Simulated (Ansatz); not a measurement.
## AlN (F-43m):Ba_Al, thermodynamic levels from a 54-atom cell

Aim: at which Fermi levels does Ba_Al in AlN (F-43m) change its charge? The model is a cell of 54 host atoms with 1 Al taken out and 1 Ba put in.

Method: place-levels on r2SCAN runs: charge-transition levels and formation energies with image-charge correction and potential alignment at the atomic sites; PAW set soft_1, in Ansatz 0.2.0.

### 1. Starting point

The cell holds 54 atoms: 26 Al, 27 N and 1 Ba. Its edges and angles: a = 9.269 Å, b = 9.269 Å, c = 9.269 Å, α = 60.0°, β = 60.0°, γ = 60.0°. It derives from AlN (space group F-43m). Nearest the centre at fractional (0.333, 0.667, 0.667): Ba35 at 0.00 Å, N34 at 1.89 Å, N30 at 1.89 Å, N18 at 1.89 Å, N36 at 1.89 Å, Al23 at 3.09 Å, Al31 at 3.09 Å, Al5 at 3.09 Å.

Structure file:

```xyz
54
Lattice="0.0000 6.5542 6.5542 6.5542 0.0000 6.5542 6.5542 6.5542 0.0000" Properties=species:S:1:pos:R:3 pbc="T T T"
Al    0.0000    0.0000    0.0000
N     1.0924    1.0924    1.0924
Al    2.1847    2.1847    0.0000
N     3.2771    3.2771    1.0924
Al    4.3695    4.3695    0.0000
N     5.4618    5.4618    1.0924
Al    2.1847    0.0000    2.1847
N     3.2771    1.0924    3.2771
Al    4.3695    2.1847    2.1847
N     5.4618    3.2771    3.2771
Al    6.5542    4.3695    2.1847
N     7.6466    5.4618    3.2771
Al    4.3695    0.0000    4.3695
N     5.4618    1.0924    5.4618
Al    6.5542    2.1847    4.3695
N     7.6466    3.2771    5.4618
Al    8.7389    4.3695    4.3695
N     9.8313    5.4618    5.4618
Al    0.0000    2.1847    2.1847
N     1.0924    3.2771    3.2771
Al    2.1847    4.3695    2.1847
N     3.2771    5.4618    3.2771
Al    4.3695    6.5542    2.1847
N     5.4618    7.6466    3.2771
Al    2.1847    2.1847    4.3695
N     3.2771    3.2771    5.4618
Al    4.3695    4.3695    4.3695
N     5.4618    5.4618    5.4618
Al    6.5542    6.5542    4.3695
N     7.6466    7.6466    5.4618
Al    4.3695    2.1847    6.5542
N     5.4618    3.2771    7.6466
Al    6.5542    4.3695    6.5542
N     7.6466    5.4618    7.6466
Ba    8.7389    6.5542    6.5542
N     9.8313    7.6466    7.6466
Al    0.0000    4.3695    4.3695
N     1.0924    5.4618    5.4618
Al    2.1847    6.5542    4.3695
N     3.2771    7.6466    5.4618
Al    4.3695    8.7389    4.3695
N     5.4618    9.8313    5.4618
Al    2.1847    4.3695    6.5542
N     3.2771    5.4618    7.6466
Al    4.3695    6.5542    6.5542
N     5.4618    7.6466    7.6466
Al    6.5542    8.7389    6.5542
N     7.6466    9.8313    7.6466
Al    4.3695    4.3695    8.7389
N     5.4618    5.4618    9.8313
Al    6.5542    6.5542    8.7389
N     7.6466    7.6466    9.8313
Al    8.7389    8.7389    8.7389
N     9.8313    9.8313    9.8313
```

Known beforehand: the electronic dielectric constant, 4.64, and the static one, 8.51, computed on the host (DFPT, PBEsol, on the r2SCAN cell), and a cell off the functional's own equilibrium shifts the ionic part.

The cell's shortest repeat is 9.3 Å.

### 2. The runs of each charge state

A transition level is the Fermi level at which two charge states cost the same, so each charge needs its own total energy, at its own relaxed structure.

Each atom starts 0.05 Å or so off its site in a random direction: a symmetric start keeps its symmetry, and would miss off-centre moves and Jahn–Teller distortions. Forces are taken at one point at (¼, ¼, ¼). The cell holds 1 electron more than the neutral one, with a uniform background that keeps it neutral on the whole.

The sampling was tested on the host first: at the k-points planned (1x1x1 shifted 0.25 0.25 0.25) its energy lies 0.045 eV an atom from the dense-mesh value, so the final energies take a denser sampling.

One state's input; the others differ in charge, spin, start and seed, and in occupations where the table says so.

Contents of qm1.relax/input.yaml:

```yaml
crystal:
  lattice:
    - [0.0, 6.55418986, 6.55418986]
    - [6.55418986, 0.0, 6.55418986]
    - [6.55418986, 6.55418986, 0.0]
  atoms:
    - { symbol: Al, position: [0.0, 0.0, 0.0] }
    - { symbol: "N", position: [0.08333333, 0.08333333, 0.08333333] }
    - { symbol: Al, position: [0.0, 0.0, 0.33333333] }
    - { symbol: "N", position: [0.08333333, 0.08333333, 0.41666667] }
    - { symbol: Al, position: [0.0, 0.0, 0.66666667] }
    - { symbol: "N", position: [0.08333333, 0.08333333, 0.75] }
    - { symbol: Al, position: [0.0, 0.33333333, 0.0] }
    - { symbol: "N", position: [0.08333333, 0.41666667, 0.08333333] }
    - { symbol: Al, position: [0.0, 0.33333333, 0.33333333] }
    - { symbol: "N", position: [0.08333333, 0.41666667, 0.41666667] }
    - { symbol: Al, position: [0.0, 0.33333333, 0.66666667] }
    - { symbol: "N", position: [0.08333333, 0.41666667, 0.75] }
    - { symbol: Al, position: [0.0, 0.66666667, 0.0] }
    - { symbol: "N", position: [0.08333333, 0.75, 0.08333333] }
    - { symbol: Al, position: [0.0, 0.66666667, 0.33333333] }
    - { symbol: "N", position: [0.08333333, 0.75, 0.41666667] }
    - { symbol: Al, position: [0.0, 0.66666667, 0.66666667] }
    - { symbol: "N", position: [0.08333333, 0.75, 0.75] }
    - { symbol: Al, position: [0.33333333, 0.0, 0.0] }
    - { symbol: "N", position: [0.41666667, 0.08333333, 0.08333333] }
    - { symbol: Al, position: [0.33333333, 0.0, 0.33333333] }
    - { symbol: "N", position: [0.41666667, 0.08333333, 0.41666667] }
    - { symbol: Al, position: [0.33333333, 0.0, 0.66666667] }
    - { symbol: "N", position: [0.41666667, 0.08333333, 0.75] }
    - { symbol: Al, position: [0.33333333, 0.33333333, 0.0] }
    - { symbol: "N", position: [0.41666667, 0.41666667, 0.08333333] }
    - { symbol: Al, position: [0.33333333, 0.33333333, 0.33333333] }
    - { symbol: "N", position: [0.41666667, 0.41666667, 0.41666667] }
    - { symbol: Al, position: [0.33333333, 0.33333333, 0.66666667] }
    - { symbol: "N", position: [0.41666667, 0.41666667, 0.75] }
    - { symbol: Al, position: [0.33333333, 0.66666667, 0.0] }
    - { symbol: "N", position: [0.41666667, 0.75, 0.08333333] }
    - { symbol: Al, position: [0.33333333, 0.66666667, 0.33333333] }
    - { symbol: "N", position: [0.41666667, 0.75, 0.41666667] }
    - { symbol: Ba, position: [0.33333333, 0.66666667, 0.66666667] }
    - { symbol: "N", position: [0.41666667, 0.75, 0.75] }
    - { symbol: Al, position: [0.66666667, 0.0, 0.0] }
    - { symbol: "N", position: [0.75, 0.08333333, 0.08333333] }
    - { symbol: Al, position: [0.66666667, 0.0, 0.33333333] }
    - { symbol: "N", position: [0.75, 0.08333333, 0.41666667] }
    - { symbol: Al, position: [0.66666667, 0.0, 0.66666667] }
    - { symbol: "N", position: [0.75, 0.08333333, 0.75] }
    - { symbol: Al, position: [0.66666667, 0.33333333, 0.0] }
    - { symbol: "N", position: [0.75, 0.41666667, 0.08333333] }
    - { symbol: Al, position: [0.66666667, 0.33333333, 0.33333333] }
    - { symbol: "N", position: [0.75, 0.41666667, 0.41666667] }
    - { symbol: Al, position: [0.66666667, 0.33333333, 0.66666667] }
    - { symbol: "N", position: [0.75, 0.41666667, 0.75] }
    - { symbol: Al, position: [0.66666667, 0.66666667, 0.0] }
    - { symbol: "N", position: [0.75, 0.75, 0.08333333] }
    - { symbol: Al, position: [0.66666667, 0.66666667, 0.33333333] }
    - { symbol: "N", position: [0.75, 0.75, 0.41666667] }
    - { symbol: Al, position: [0.66666667, 0.66666667, 0.66666667] }
    - { symbol: "N", position: [0.75, 0.75, 0.75] }
  host:
    repeats: [3, 3, 3]
    atoms:
      - { symbol: Al, position: [0.0, 0.0, 0.0] }
      - { symbol: "N", position: [0.25, 0.25, 0.25] }
total_charge: -1
basis:
  ecutwfc: 500
  xc_grid: 2
hamiltonian:
  xc: r2scan
  pseudopotentials: { kind: paw, azcp: { folder: soft_1 } }
kpoints:
  mp_grid: { grid: [1, 1, 1], shift: [0.25, 0.25, 0.25] }
scf:
  occupations: { method: fixed }
  max_iter: 60
output:
  forces: true
  charged_corrections:
    epsilon: 4.64
    static_epsilon: 8.51
    defect_position: [0.333333, 0.666667, 0.666667]
relax:
  f_tol: 0.02
  max_steps: 80
  random_displacement: { amplitude: 0.05, seed: 8277 }
checkpoint:
  write: "../qm1.relax.run"
  compress: false
  write_wavefunctions: true
  write_every: 100000
```

The run is started by

```bash
$ ansatz run input.yaml --threads 4 --pin off --max-ram 7536MiB --backend cpu --events-out ev --progress --plain --runs-dir out
```

The relaxed structure is kept and the sampling changed to a 2×2×2 shifted mesh.

The run of this state that the levels use, under r2SCAN:

Contents of qm1.point/input.yaml:

```yaml
crystal:
  checkpoint: "../qm1.relax.run"
  host: checkpoint
total_charge: -1
basis:
  ecutwfc: 500
  xc_grid: 2
hamiltonian:
  xc: r2scan
  pseudopotentials: { kind: paw, azcp: { folder: soft_1 } }
kpoints:
  mp_grid: { grid: [2, 2, 2], shift: [0.5, 0.5, 0.5] }
scf:
  occupations: { method: fermi_dirac, width: 0.01 }
  max_iter: 60
output:
  forces: true
  eigenvalues: true
  charged_corrections:
    epsilon: 4.64
    static_epsilon: 8.51
    defect_position: [0.333333, 0.666667, 0.666667]
  eigenstates: { localisation: true }
  populations: true
  band_densities: [{ bands: [v1, v1] }, { bands: [c1, c1] }]
  write_density: true
  write_potential: true
  volumetric_format: npy
  elf: true
checkpoint:
  read: "../qm1.relax.run"
  write: "../qm1.point.run"
  compress: false
  write_wavefunctions: false
  write_every: 100000
```

Relaxations under r2SCAN at one point at (¼, ¼, ¼); times on 4 threads of Arm Neoverse V1, shared host:

```tsv
charge	moment (μB)	occupations	outcome	steps	largest displacement against the far atoms (Å)	time
−1	0	fixed	converged	7	0.43	59 s
0	1	fixed	converged	10	0.63	3.5 min
+1	0	fixed	converged	12	0.65	1.8 min
+1	2	fixed	converged	8	0.49	2.8 min
```

Single points under r2SCAN at a 2×2×2 shifted mesh; times on 4 threads of Arm Neoverse V1, shared host:

```tsv
charge	moment (μB)	occupations	outcome	time
−1	0	fermi-dirac	converged	45 s
0	1	fermi-dirac	converged	2 min
+1	0	fermi-dirac	converged	51 s
+1	2	fermi-dirac	converged	2.2 min
```

Distances (Å) from Ba35 to the nearest atoms after relaxation with r2SCAN:

```tsv
charge	moment (μB)	1.	2.	3.	4.	5.	6.
−1	0	N 2.31	N 2.31	N 2.31	N 2.34	Al 3.11	Al 3.11
0	1	N 2.26	N 2.31	N 2.31	N 2.36	Al 2.98	Al 3.04
+1	0	N 2.19	N 2.22	N 2.36	N 2.39	Al 2.89	Al 2.90
+1	2	N 2.29	N 2.29	N 2.35	N 2.35	Al 3.00	Al 3.00
```

### 3. place-levels, r2SCAN

A charged cell interacts with its images and the background, and its potential has another zero than the host's. place-levels removes the first by a point-charge model, screened by the static dielectric constant since the ions have relaxed around the charge, and the second by comparing potentials at atoms far from the defect.

The host is a run of the defect-free crystal in the same cutoffs, grids and k-points, so that basis and sampling errors cancel in part in the differences. The host is run in a cell of 2 atoms on a matching mesh. Its band edges are searched through the zone by a band path, so the gap is smaller than, or equal to, that on the mesh. Chemical potentials are energies per atom of Al (fcc) and Ba (bcc), run with the same functional and cutoff.

Contents of levels.point.yaml:

```yaml
host:
  run: host.point.run
states: [qm1.point.run, q0_M1.point.run, qp1.point.run, qp1_M2.point.run]
geometry_from:
  qm1.point.run: qm1.relax.run
  q0_M1.point.run: q0_M1.relax.run
  qp1.point.run: qp1.relax.run
  qp1_M2.point.run: qp1_M2.relax.run
  host.point.run: host.relax.run
chemical_potentials:
  Al:
    energy: -540.418346
    dataset: <sha256 of the dataset>
  Ba:
    energy: -5964.59664
    dataset: "<sha256 of the dataset>"
epsilon: 4.64
static_epsilon: 8.51
vertical:
  - { from: qm1.point.run, to: qm1.point_neutral.run }
  - { from: qp1.point.run, to: qp1.point_neutral.run }
  - { from: qp1_M2.point.run, to: qp1_M2.point_neutral.run }
```

The run is started by

```bash
$ ansatz place-levels levels.point.yaml -- --threads 4 --pin off --max-ram 7536MiB
```

Numbers of over 12 decimals in the logs are rounded to 6 here.

The log of the run:

```text
[... repeated set-up lines and file paths are left out, and long positions are rounded to six places ...]
(+1/0) 1.062 eV above the valence edge, 2.856 eV under the conduction edge
(0/-1) 1.986 eV above the valence edge, 1.932 eV under the conduction edge
formation energy of charge +1: +7.676 eV with the Fermi level at the valence edge
formation energy of charge 0: +8.739 eV with the Fermi level at the valence edge
formation energy of charge -1: +10.725 eV with the Fermi level at the valence edge
vertical -1 to 0: no energy, since no alignment is typed
  the change from vertical[0].from (qm1.point.run) to vertical[0].to (qm1.point_neutral.run): by its potential at epsilon 4.64 it stands at 0.399 0.734 0.732, with an rms radius of about 2.2 Å (1.2 1.2 1.2 Å across the planes of the cell's vectors); [...]
vertical +1 to 0: no energy, since no alignment is typed
  the change from vertical[1].from (qp1.point.run) to vertical[1].to (qp1.point_neutral.run): by its potential at epsilon 4.64 it stands at 0.410 0.742 0.712, with an rms radius of about 2.3 Å (1.5 0.6 1.7 Å across the planes of the cell's vectors); [...]
vertical +1 to 0: no energy, since no alignment is typed
  the change from vertical[2].from (qp1_M2.point.run) to vertical[2].to (qp1_M2.point_neutral.run): by its potential at epsilon 4.64 it stands at 0.409 0.742 0.752, with an rms radius of about 1.7 Å (1.2 1.2 0.0 Å across the planes of the cell's vectors); [...]
  edges by r2scan, gap 3.918 eV; the host is sampled to repeats of 18.54 Å
  the defect's cells are sampled to repeats of 18.54 Å, like sampling
  charge +1: -30491.0367 eV with its correction of +0.776 eV, at epsilon 8.51, aligned at sites: +0.4803 eV, mean over 19 atomic sites at or beyond 4.63 Å from the host's site at [0.3332, 0.6666, 0.6666] by the defect at [0.3333, 0.6667, 0.6667], with [...]
  charge 0: +0.000 eV for its dipole among its images, +0.000 omitted
  charge -1: -30474.5870 eV with its correction of -0.281 eV, at epsilon 8.51, aligned at sites: +0.5765 eV, mean over 19 atomic sites at or beyond 4.63 Å from the host's site at [0.3332, 0.6666, 0.6666] by the defect at [0.3333, 0.6667, 0.6667], with [...]
  charge +1: states[2] (qp1.point.run) stands 0.275 eV higher, with a moment of 0.00 μB against 2.00
  of states[3] (qp1_M2.point.run): its alignment with the host at atomic sites is doubtful: the mean over the far sites moves by +0.1562 eV from their farther parts to their nearer, more than 0.05 eV. [...]
  of states[1] (q0_M1.point.run): its alignment with the host at atomic sites is doubtful: the mean over the far sites moves by +0.3267 eV from their farther parts to their nearer, more than 0.05 eV. [...]
  of states[0] (qm1.point.run): its alignment with the host at atomic sites is doubtful: the mean over the far sites moves by +0.5058 eV from their farther parts to their nearer, more than 0.05 eV. [...]
  of states[2] (qp1.point.run): it parts from the run at its places by a charge that spreads by about 1.7 Å along one vector (1.3 Å or more is wide), by its potential at epsilon 4.64, taken for that of held ions (one typed too small widens it), where the cell [...]
  vertical[0].to (qm1.point_neutral.run): levels filled in part (TS 0.006 eV): its energy is of no whole electron's
  of vertical[0].to (qm1.point_neutral.run): stability_check_not_made
  of vertical[1].from (qp1.point.run): it parts from the run at its places by a charge that spreads by about 1.7 Å along one vector (1.3 Å or more is wide), by its potential at epsilon 4.64, taken for that of held ions (one typed too small widens it), where [...]
  of vertical[1].to (qp1.point_neutral.run): stability_check_not_made
  of vertical[2].from (qp1_M2.point.run): stability_check_not_made
  of vertical[2].to (qp1_M2.point_neutral.run): it set out from the moments of a save, which an earlier run chose (saved_moments_taken); stability_check_not_made
```

Run time: 0.45 s. Hardware: 4 threads of Arm Neoverse V1, shared host.

(Part 1 of 2 ends here.)

[Logs are printed without paths, hosts, clocks, repeated set-up lines and the standing remarks that a program may print on its own settings, such as how far it seeks lower states.]

[Hosts, paths, dates, database ids (printed as entryN), source tags and the programs' standing remarks are cut or masked in the printed files.]

[Where a table of states has a column of steps, it counts the stored structures, which are thinned; the runs took as many ionic steps or more.]

[A defect's name tells the site on which it was built; relaxed atoms can leave that site.]

[For some hosts the program warned that the k-mesh of the response run may be too coarse for force constants and the static dielectric constant; such warnings are not shown here.]
